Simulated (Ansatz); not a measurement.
# K on Ir(111): change of the work function, part 2 of 2

How does one ordered layer of K (fcc site) change the work function of Ir(111), and what dipole does each adsorbate carry?

Ansatz 0.2.0; plane-wave DFT, PBE, Ansatz PAW.

So far, work function, upper face (eV): step 2 (the clean slab) 5.49.

### Step 3. Adsorbate added

System of this step: KIr16 (K/Ir(111)). The cell holds 17 atoms: 16 Ir and 1 K. Its edges and angles: a = 5.431 Å, b = 5.431 Å, c = 27.813 Å, α = 90.0°, β = 90.0°, γ = 60.0°. Vacuum lies along c.

The clean slab as it ended is repeated in the plane and the adsorbate is set on one face; the cell's size fixes the coverage, and the k-mesh shrinks with it to keep the sampling density about even. Adsorbate and upper layers relax, since the dipole depends on the height.

input.yaml reads:

```yaml
crystal:
  lattice:
    - [5.4305800796, 0.0, 0.0]
    - [2.7152900398, 4.7030203062, 0.0]
    - [0.0, 0.0, 27.8128080629]
  atoms:
    - { symbol: Ir, position: [0.0, 0.0, 0.3235919214] }
    - { symbol: Ir, position: [0.1666666667, 0.1666666667, 0.4033042981] }
    - { symbol: Ir, position: [0.3333333333, 0.3333333333, 0.4829238792] }
    - { symbol: Ir, position: [0.0, 0.0, 0.5621612479] }
    - { symbol: Ir, position: [0.0, 0.5, 0.3235919214] }
    - { symbol: Ir, position: [0.1666666667, 0.6666666667, 0.4033042981] }
    - { symbol: Ir, position: [0.3333333333, 0.8333333333, 0.4829238792] }
    - { symbol: Ir, position: [0.0, 0.5, 0.5621612479] }
    - { symbol: Ir, position: [0.5, 0.0, 0.3235919214] }
    - { symbol: Ir, position: [0.6666666667, 0.1666666667, 0.4033042981] }
    - { symbol: Ir, position: [0.8333333333, 0.3333333333, 0.4829238792] }
    - { symbol: Ir, position: [0.5, 0.0, 0.5621612479] }
    - { symbol: Ir, position: [0.5, 0.5, 0.3235919214] }
    - { symbol: Ir, position: [0.6666666667, 0.6666666667, 0.4033042981] }
    - { symbol: Ir, position: [0.8333333333, 0.8333333333, 0.4829238792] }
    - { symbol: Ir, position: [0.5, 0.5, 0.5621612479] }
    - { symbol: K, position: [0.1666666667, 0.1666666667, 0.6764080786] }
kpoints:
  mp_grid: { grid: [6, 6, 1] }
hamiltonian:
  xc: pbe
scf:
  occupations: { method: fermi_dirac, width: 0.1 }
  convergence: { dr2_threshold: 1.0e-08 }
efield:
  axis: 3
  dipole_correction: true
  ramp_position: 0.97
  ramp_width: 0.06
relax:
  f_tol: 0.02
  max_steps: 60
  constraints: [{ sites: [0, 1, 4, 5, 8, 9, 12, 13] }]
output:
  dos: { projected: true, e_range: [-8, 4] }
  write_potential: true
  write_density: true
  volumetric_format: npy
  elf: true
```

Command:

```console
> ansatz run input.yaml --threads 4 --pin off --max-ram 6144MiB --backend cpu --events-out ev --progress --plain --runs-dir out
```

Standard output:

```text
[...]
Crystal: 17 atoms, lattice volume = 710.343 Å³
Basis set: ecut = 420 eV, 13815 PW (Γ), exchange–correlation on 80×80×384 points (8 copies of the dense FFT grid, shifted against one another)
Bands: 169, of which v1, the nominal top of the filled ones, is band 141 counted from 1 (140 counted from 0)
Symmetry: 6 space group operations
[...]
k-points: 7 of 36 (time reversal used)
[...]
SCF iter   1: F=—  HF=-192497.133076 eV  |F-HF|=—  |Δ(HF+E_count)|=         —  Δρ=8.05e-3  dr2=3.11e0  ethr=1.77e-3  p=0.463 e·Å  D=1.18e-1 V/Å  ΔV_dip=-3.28 eV  dr2_dipole=2.83e-2  V_vac-E_F(+/−)=1.87/5.15 eV  ⟨swp⟩=8.0  Hψ=5121  notcnv=0  defer=14
[...]
SCF iter  13: F=-192497.073906 eV  HF=-192497.073906 eV  |F-HF|=2.10e-9  |Δ(HF+E_count)|=  4.66e-10  Δρ=4.30e-7  dr2=3.35e-9  ethr=3.56e-12  p=0.482 e·Å  D=1.23e-1 V/Å  ΔV_dip=-3.42 eV  dr2_dipole=2.26e-10  V_vac-E_F(+/−)=2.09/5.51 eV  ⟨swp⟩=15.3  Hψ=8676  notcnv=0
SCF 1 converged in 13 iterations: F = -192497.073906 eV  dr2 = 3.35e-9
[...]
relax step   1: F+E_penalty+E_count = -192497.07390551 eV  Δ(F+E_penalty+E_count) = +0.000e0 eV  max|allowed force component| = 5.321e-1 eV/Å  Δτ_max = 0.0000 Å  (13 SCF iters, accepted)
[...]
SCF iter  12: F=-192497.121211 eV  HF=-192497.121211 eV  |F-HF|=9.90e-10  |Δ(HF+E_count)|=   7.31e-9  Δρ=3.20e-7  dr2=3.62e-9  ethr=3.56e-12  p=0.496 e·Å  D=1.26e-1 V/Å  ΔV_dip=-3.52 eV  dr2_dipole=6.36e-10  V_vac-E_F(+/−)=2.00/5.51 eV  ⟨swp⟩=15.6  Hψ=8629  notcnv=0
SCF 2 converged in 12 iterations: F = -192497.121211 eV  dr2 = 3.62e-9
[...]
relax step   2: F+E_penalty+E_count = -192497.12121130 eV  Δ(F+E_penalty+E_count) = -4.731e-2 eV  max|allowed force component| = 4.398e-1 eV/Å  Δτ_max = 0.0743 Å  (12 SCF iters, accepted)
[...]
SCF iter   1: F=—  HF=-192497.187984 eV  |F-HF|=—  |Δ(HF+E_count)|=         —  Δρ=2.26e-3  dr2=3.18e-1  ethr=9.22e-5  p=0.496 e·Å  D=1.26e-1 V/Å  ΔV_dip=-3.52 eV  dr2_dipole=2.11e-2  V_vac-E_F(+/−)=2.01/5.52 eV  ⟨swp⟩=1.9  Hψ=3916  notcnv=0  defer=18
[...]
eigensolver tolerance schedule calibrated: the retry pair's looser diagonalisation under-reported the residual by θ = 0.18 (0.12/decade); ethr = c·dr2/N_el runs at the constant in force after the calibration composes with the one it found (an armed cap, an earlier calibration), c = 6.8e-2
[...]
SCF iter   2: F=—  HF=-192497.176353 eV  |F-HF|=—  |Δ(HF+E_count)|=   1.16e-2  Δρ=8.70e-4  dr2=1.04e-2  ethr=7.72e-5  p=0.523 e·Å  D=1.33e-1 V/Å  ΔV_dip=-3.70 eV  dr2_dipole=2.09e-3  V_vac-E_F(+/−)=1.81/5.51 eV  ⟨swp⟩=2.4  Hψ=1884  notcnv=0  defer=18
[...]
SCF iter  11: F=-192497.176095 eV  HF=-192497.176095 eV  |F-HF|=4.37e-9  |Δ(HF+E_count)|=   3.15e-8  Δρ=6.42e-7  dr2=9.08e-9  ethr=2.43e-12  p=0.527 e·Å  D=1.34e-1 V/Å  ΔV_dip=-3.74 eV  dr2_dipole=5.30e-10  V_vac-E_F(+/−)=1.78/5.51 eV  ⟨swp⟩=16.9  Hψ=8880  notcnv=0
SCF 3 converged in 11 iterations: F = -192497.176095 eV  dr2 = 9.08e-9
relax step   3: F+E_penalty+E_count = -192497.17609470 eV  Δ(F+E_penalty+E_count) = -5.488e-2 eV  max|allowed force component| = 9.429e-2 eV/Å  Δτ_max = 0.1939 Å  (11 SCF iters, accepted)
[...]
relax step   4: F+E_penalty+E_count = -192497.17846427 eV  Δ(F+E_penalty+E_count) = -2.370e-3 eV  max|allowed force component| = 3.774e-2 eV/Å  Δτ_max = 0.0610 Å  (10 SCF iters, accepted)
SCF iter   1: F=—  HF=-192497.177346 eV  |F-HF|=—  |Δ(HF+E_count)|=         —  Δρ=1.86e-4  dr2=2.08e-3  ethr=3.60e-6  p=0.537 e·Å  D=1.37e-1 V/Å  ΔV_dip=-3.81 eV  dr2_dipole=6.43e-5  V_vac-E_F(+/−)=1.70/5.51 eV  ⟨swp⟩=2.4  Hψ=2191  notcnv=0  defer=21
[...]
SCF iter   9: F=-192497.178759 eV  HF=-192497.178759 eV  |F-HF|=1.92e-9  |Δ(HF+E_count)|=   2.42e-9  Δρ=5.01e-7  dr2=4.70e-9  ethr=3.56e-12  p=0.534 e·Å  D=1.36e-1 V/Å  ΔV_dip=-3.79 eV  dr2_dipole=1.31e-10  V_vac-E_F(+/−)=1.72/5.51 eV  ⟨swp⟩=7.9  Hψ=8028  notcnv=0
SCF 5 converged in 9 iterations: F = -192497.178759 eV  dr2 = 4.70e-9
relax step   5: F+E_penalty+E_count = -192497.17875881 eV  Δ(F+E_penalty+E_count) = -2.945e-4 eV  max|allowed force component| = 2.091e-3 eV/Å  Δτ_max = 0.0149 Å  (9 SCF iters, accepted)
NSCF: frozen V_eff on 7 k-points
[...]
SCF converged after 9 iterations
Free energy (F): -192497.178759 eV
[...]
Internal energy: -192496.594381 eV  (E = F + TS)
E sigma→0 (E₀):  -192496.886570 eV
Entropy (-TS):   -0.584378 eV (-34.375 meV/atom)
Fermi energy:    6.232197 eV
Dipole field:    D = 0.136121 V/Å  (p = 0.534356 e·Å, saw-weighted, corrected)
Work function:   Φ+ = 1.7246 eV   Φ− = 5.5107 eV
[...]
--- Forces (eV/Å), atoms counted from 1 ---
  atom   1  Ir     0.00497908     0.00287467     0.17074980
  atom   2  Ir     0.00000000    -0.00000000    -0.10357254
  atom   3  Ir     0.00119897     0.00069222     0.00063676
  atom   4  Ir    -0.00034004    -0.00019632    -0.00146381
  atom   5  Ir     0.00000000    -0.00574934     0.17074980
  atom   6  Ir     0.03062386    -0.01768069    -0.19151541
  atom   7  Ir     0.00000000    -0.00138445     0.00063676
  atom   8  Ir     0.00000000     0.00039265    -0.00146381
  atom   9  Ir    -0.00497908     0.00287467     0.17074980
  atom  10  Ir     0.00000000     0.03536138    -0.19151541
  atom  11  Ir    -0.00119897     0.00069222     0.00063676
  atom  12  Ir     0.00034004    -0.00019632    -0.00146381
  atom  13  Ir     0.00000000    -0.00000000     0.16492378
  atom  14  Ir    -0.03062386    -0.01768069    -0.19151541
  atom  15  Ir     0.00000000     0.00000000     0.00209053
  atom  16  Ir    -0.00000000     0.00000000    -0.00035218
  atom  17  K      0.00000000    -0.00000000     0.00164574
  max |Σ_I F_I| component: 4.27e-5 eV/Å
--- Band table (eV; the first three rows and the last of 7) ---
  k-point 0: bands = [... 137 lower, 6.8587, 6.8587, 6.8687, 6.9965, 6.9965, 7.2130, 7.2130, 7.2176, ... 24 higher]
  k-point 1: bands = [... 137 lower, 6.4897, 6.5432, 6.6428, 6.6650, 6.7227, 6.7671, 6.7688, 6.8420, ... 24 higher]
  k-point 2: bands = [... 137 lower, 5.7175, 5.7199, 5.9726, 6.1112, 6.2344, 6.3269, 6.4092, 6.4263, ... 24 higher]
  k-point 6: bands = [... 137 lower, 5.7785, 5.9496, 5.9535, 5.9700, 5.9980, 6.2964, 6.3404, 6.3704, ... 24 higher]
--- Relaxed structure (5 steps of the walk, 5 accepted, 0 SCFs on fresh bases) ---
  F+E_penalty+E_count = -192497.17875881 eV   max|allowed force component| = 2.091e-3 eV/Å
  atoms:
    - { symbol: Ir, position: [-1.795949e-17, -1.795949e-17, 0.323592] }
    - { symbol: Ir, position: [0.166667, 0.166667, 0.403304] }
    - { symbol: Ir, position: [0.333417, 0.333417, 0.483375] }
    - { symbol: Ir, position: [-0.00144531, -0.00144531, 0.562374] }
    - { symbol: Ir, position: [0.0, 0.500000, 0.323592] }
    - { symbol: Ir, position: [0.166667, 0.666667, 0.403304] }
    - { symbol: Ir, position: [0.333417, 0.833165, 0.483375] }
    - { symbol: Ir, position: [-0.00144531, 0.502891, 0.562374] }
    - { symbol: Ir, position: [0.500000, -1.795949e-17, 0.323592] }
    - { symbol: Ir, position: [0.666667, 0.166667, 0.403304] }
    - { symbol: Ir, position: [0.833165, 0.333417, 0.483375] }
    - { symbol: Ir, position: [0.502891, -0.00144531, 0.562374] }
    - { symbol: Ir, position: [0.5, 0.500000, 0.323592] }
    - { symbol: Ir, position: [0.666667, 0.666667, 0.403304] }
    - { symbol: Ir, position: [0.833333, 0.833333, 0.482446] }
    - { symbol: Ir, position: [0.5, 0.500000, 0.563517] }
    - { symbol: K, position: [0.166667, 0.166667, 0.665108] }
```

The job ended after 2.1 min (4 threads of Arm Neoverse V2, shared host; peak memory 2.9 GiB; 8.4 min of CPU time).

Step by step:

| step | energy less that of the first step (eV) | largest force component (eV/Å) |
| --- | --- | --- |
| 1 | 0.0000 | 0.5321 |
| 2 | -0.0473 | 0.4398 |
| 3 | -0.1022 | 0.0943 |
| 4 | -0.1046 | 0.0377 |
| 5 | -0.1049 | 0.0021 |

The run keeps the 6 symmetry operations that the program found, so distortions that break them were not tested.

The atoms that moved most (Å):

| atom | dx | dy | dz | length |
| --- | --- | --- | --- | --- |
| K17 | 0.000 | 0.000 | -0.314 | 0.314 |
| Ir16 | 0.000 | 0.000 | 0.038 | 0.038 |
| Ir4 | -0.012 | -0.007 | 0.006 | 0.015 |
| Ir12 | 0.012 | -0.007 | 0.006 | 0.015 |
| Ir8 | 0.000 | 0.014 | 0.006 | 0.015 |
| Ir15 | 0.000 | 0.000 | -0.013 | 0.013 |
| Ir7 | 0.000 | -0.001 | 0.013 | 0.013 |
| Ir11 | -0.001 | 0.000 | 0.013 | 0.013 |

The relaxed structure:

```xyz
17
Lattice="5.4306 0.0000 0.0000 2.7153 4.7030 0.0000 0.0000 0.0000 27.8128" Properties=species:S:1:pos:R:3
Ir    0.0000    0.0000    9.0000
Ir    1.3576    0.7838   11.2170
Ir    2.7160    1.5681   13.4440
Ir   -0.0118   -0.0068   15.6412
Ir    1.3576    2.3515    9.0000
Ir    2.7153    3.1353   11.2170
Ir    4.0729    3.9184   13.4440
Ir    1.3576    2.3651   15.6412
Ir    2.7153    0.0000    9.0000
Ir    4.0729    0.7838   11.2170
Ir    5.4299    1.5681   13.4440
Ir    2.7271   -0.0068   15.6412
Ir    4.0729    2.3515    9.0000
Ir    5.4306    3.1353   11.2170
Ir    6.7882    3.9192   13.4182
Ir    4.0729    2.3515   15.6730
K     1.3576    0.7838   18.4985
```

This step gave:

```
energy at zero smearing        : -192496.8866 eV
work function, upper face      : 1.725 eV
work function, lower face      : 5.511 eV
dipole along the normal        : 0.5344 e·Å
step between the vacuum levels : -3.786 eV
```

Running mean over 2.217 Å of the planar mean; the ramp of the sawtooth is left out. Table of electron's electrostatic potential energy less the Fermi level by z:

| z (Å) | electron's electrostatic potential energy less the Fermi level (eV) |
| --- | --- |
| 3.5 | 5.51 |
| 4.0 | 5.51 |
| 4.5 | 5.51 |
| 5.0 | 5.51 |
| 5.5 | 5.49 |
| 6.0 | 5.43 |
| 6.5 | 5.20 |
| 7.0 | 4.27 |
| 7.5 | 0.796 |
| 8.0 | -5.49 |
| 8.5 | -10.8 |
| 9.0 | -12.7 |
| 9.5 | -13.1 |
| 10.0 | -13.3 |
| 10.5 | -13.4 |
| 11.0 | -13.5 |
| 11.5 | -13.5 |
| 12.0 | -13.5 |
| 12.5 | -13.5 |
| 13.0 | -13.5 |
| 13.5 | -13.5 |
| 14.0 | -13.5 |
| 14.5 | -13.4 |
| 15.0 | -13.3 |
| 15.5 | -13.0 |
| 16.0 | -11.8 |
| 16.5 | -7.93 |
| 17.0 | -2.53 |
| 17.5 | 0.287 |
| 18.0 | 0.0337 |
| 18.5 | -0.648 |
| 19.0 | -0.894 |
| 19.5 | -0.353 |
| 20.0 | 0.538 |
| 20.5 | 1.11 |
| 21.0 | 1.36 |
| 21.5 | 1.50 |
| 22.0 | 1.59 |
| 22.5 | 1.65 |
| 23.0 | 1.68 |
| 23.5 | 1.70 |
| 24.0 | 1.71 |
| 24.5 | 1.72 |

The density of states has structure finer than the step of the table below, so its rows give means over 0.25 eV. Peaks (eV: height): -3.400: 40.1, -3.100: 47.7, -3.010: 41.3, -1.980: 63.1, -1.320: 47.8, 0.240: 50.1, 1.230: 48.2.

The density of states by energy, zero at the Fermi level; means over each step:

| energy (eV) | density of states (states/eV a cell) |
| --- | --- |
| -7.75 | 2.28 |
| -7.50 | 11.2 |
| -7.25 | 10.6 |
| -7.00 | 13.2 |
| -6.75 | 15.0 |
| -6.50 | 17.3 |
| -6.25 | 21.8 |
| -6.00 | 17.1 |
| -5.75 | 11.9 |
| -5.50 | 15.0 |
| -5.25 | 16.2 |
| -5.00 | 14.3 |
| -4.75 | 18.7 |
| -4.50 | 13.8 |
| -4.25 | 16.3 |
| -4.00 | 23.7 |
| -3.75 | 20.6 |
| -3.50 | 31.4 |
| -3.25 | 27.3 |
| -3.00 | 32.5 |
| -2.75 | 18.5 |
| -2.50 | 15.1 |
| -2.25 | 15.7 |
| -2.00 | 32.1 |
| -1.75 | 14.6 |
| -1.50 | 13.4 |
| -1.25 | 22.1 |
| -1.00 | 22.1 |
| -0.75 | 23.2 |
| -0.50 | 19.9 |
| -0.25 | 14.1 |
| 0.00 | 16.6 |
| 0.25 | 24.6 |
| 0.50 | 24.0 |
| 0.75 | 22.2 |
| 1.00 | 15.9 |
| 1.25 | 20.6 |
| 1.50 | 8.47 |
| 1.75 | 4.28 |

Projected DOS per atom over height of the atomic layer and energy from the Fermi level. Layers: Ir4 Ir4 Ir4 Ir4 K from below.

Ten even steps from '_' (0.00 states/eV) to '@' (2.30 states/eV), each cell a mean:
```
..____..__
--------::
==****==::
****++++::
++----++::
**====**__
**====**__
++----==__
**====++..
++----++__
##----**__
@@****@@__
********__
==++++==__
--++==--__
--====--__
--==----__
--++==--__
--****==__
::++++::__
..====..__
__....____
```
Columns: height of the atomic layer (Å) from 9 to 18.5 (not evenly spaced); rows upwards: energy from the Fermi level (eV) from -7.96 to 1.95.

Electrostatic potential energy in the ca plane at fractional y = 0.167, with atoms of Ir and K within 0.2 Å of it. With pseudopotentials it is smooth inside the atoms' cores, unlike the true potential.

Ten even steps from '0' (-45 eV) to '9' (10 eV), each cell a mean:
```
35799888997534788535799998889999999999999999
35899878998534788535799999999999999999999999
67887323788767898767899999999999999999999999
89983000389889999989999999999999999999999999
99972000279999999999999999999999999999999999
88984000489888999988999999999999999999999999
67887434788767898767899999999999999999999999
35799888997534787534799999999999999999999999
35899878998534788545899998889999999999999999
67887323788767898777899985468999999999999999
89983000389989999999999851026899999999999999
99972000279999999999999840015899999999999999
88984000489888999989999852126899999999999999
67887434788767898767899986568999999999999999
```
Columns run along c (16.0 Å, from fractional 0.33 to 0.90 of the cell; values clipped at the 3rd and 97th percentile), rows up along a (5.4 Å). Atoms in or near the plane, at fractional coordinates: Ir at (0.40, 0.17), Ir at (0.40, 0.67), K at (0.67, 0.17).

Valence density in the ca plane at fractional y = 0.167, with atoms of Ir and K within 0.2 Å of it. It is the smooth field of the valence electrons, not physical close to the nuclei.

Ten steps, logarithmic in the rise over the least value, from '0' (0.0 e/Å³) to '9' (9.0 e/Å³), each cell a mean:
```
66433343334566434566421111211000000000000000
65433444334566434565421000000000000000000000
54334676433454333454321000000000000000000000
33346999643333222333221000000000000000000000
33347999743333222333211000000000000000000000
33346898643333322333221000000000000000000000
54334666433454333455321000000000000000000000
66433343334566434566421000000000000000000000
65433444334566434565421112221000000000000000
54334676433454333444321135653100000000000000
33346999643333222333221257875200000000000000
33347999743333222333221368876300000000000000
33346898643333322333221257775200000000000000
54334666433454333454321135543100000000000000
```
Columns run along c (16.0 Å, from fractional 0.33 to 0.90 of the cell), rows up along a (5.4 Å). Atoms in or near the plane, at fractional coordinates: Ir at (0.40, 0.17), Ir at (0.40, 0.67), K at (0.67, 0.17).

ELF in the ca plane at fractional y = 0.167, with atoms of Ir and K within 0.2 Å of it. It is the smooth field of the valence electrons, not physical close to the nuclei.

Ten even steps from '0' (0.01) to '9' (0.86), each cell a mean:
```
54333333333454333454332003542000011211100000
54333333333454333344333100000000012211000000
33333565333333232333333210000000112211000000
33335777533333222333333210000001122111000000
33335747533333212334433211000001122111000000
33334777433333222333333210000001122111000000
33333454333333333333333210000000112211000000
54333333333454333454333100000000012211000000
54333333333454333344332014653100011211100000
33333565333333233333331169997300001221100000
33335777533333222333331399999610001221100000
33335747523333212334431499799720001221100000
33334777433333222333331299999610001221100000
33333454333333233333331059997300001221100000
```
Columns run along c (16.0 Å, from fractional 0.33 to 0.90 of the cell), rows up along a (5.4 Å). Atoms in or near the plane, at fractional coordinates: Ir at (0.40, 0.17), Ir at (0.40, 0.67), K at (0.67, 0.17).

The relaxation took 5 steps and lowered the energy by 0.10 eV; the largest force on the free atoms ends at 0.0021 eV/Å.

By hand: a sheet of dipoles makes a step −p/(ε₀A) in the electron's potential. With e/ε₀ = 180.95 V·Å, p = 0.5344 e·Å and A = 25.54 Å², that is −180.95 × (0.5344) / 25.54 = -3.786 eV, and the two vacuum levels of the run differ by -3.786 eV.

The covered face has 1.72 eV, -3.76 eV against the clean one; the bare back face has moved by +0.02 eV, a measure of how thin the slab is.

### Step 4. Work function against coverage

This step: plane-wave DFT, PBE, Ansatz PAW; work function against coverage (Ansatz 0.2.0).

The runs are now put side by side.

This step gave:

```
work function of the clean face     : 5.486 eV
largest change of the work function : -3.762 eV
```

The work function of the covered face by coverage:

| coverage (adsorbates/nm²) | work function of the covered face (eV) |
| --- | --- |
| 0.00 | 5.49 |
| 3.92 | 1.72 |

The dipole per adsorbate comes from the change of the cell's dipole. Coverage, by row:

| coverage (1/nm²) | coverage (ML) | work function (eV) | change (eV) | dipole per adsorbate, positive end outwards (debye) | mean height of the added atoms over the highest substrate atom (Å) |
| --- | --- | --- | --- | --- | --- |
| 3.915 | 0.25 | 1.725 | -3.762 | 2.561 | 2.826 |

### Step 5. Summary of results

| Property | Result |
| --- | --- |
| work function of the clean face | 5.49 eV |
| work function at 0.25 ML | 1.72 eV |
| dipole per adsorbate at 0.25 ML, positive end outwards | 2.56 D |

In words: K lowers the work function of Ir(111) at the lowest coverage, by 3.76 eV: the adsorbate layer has its positive end outwards. One coverage alone was completed, so no trend follows. The slab has 4 layers, at the tabulated experimental lattice constant, one starting site was run, and quantum-size effects of a slab this thin can reach one or two tenths of an eV.

[Long decimals in the printed logs are rounded to 6 places.]

[Logs are printed without paths, hosts, clocks, repeated set-up lines and the standing remarks that a program may print on its own settings, such as how far it seeks lower states.]

[Hosts, paths, dates, database ids (printed as entryN), source tags and the programs' standing remarks are cut or masked in the printed files.]

[Maps of the electrostatic potential energy from Ansatz leave out the sawtooth potential of an applied field or a dipole correction, so their vacuum need not be flat; planar profiles and work functions include it.]

[The density of states shown here was stored with 400 of the rows of the run's finer table, so its peaks can read low, often by over a quarter, or be missed, and its means over a window can be off by a tenth or more.]
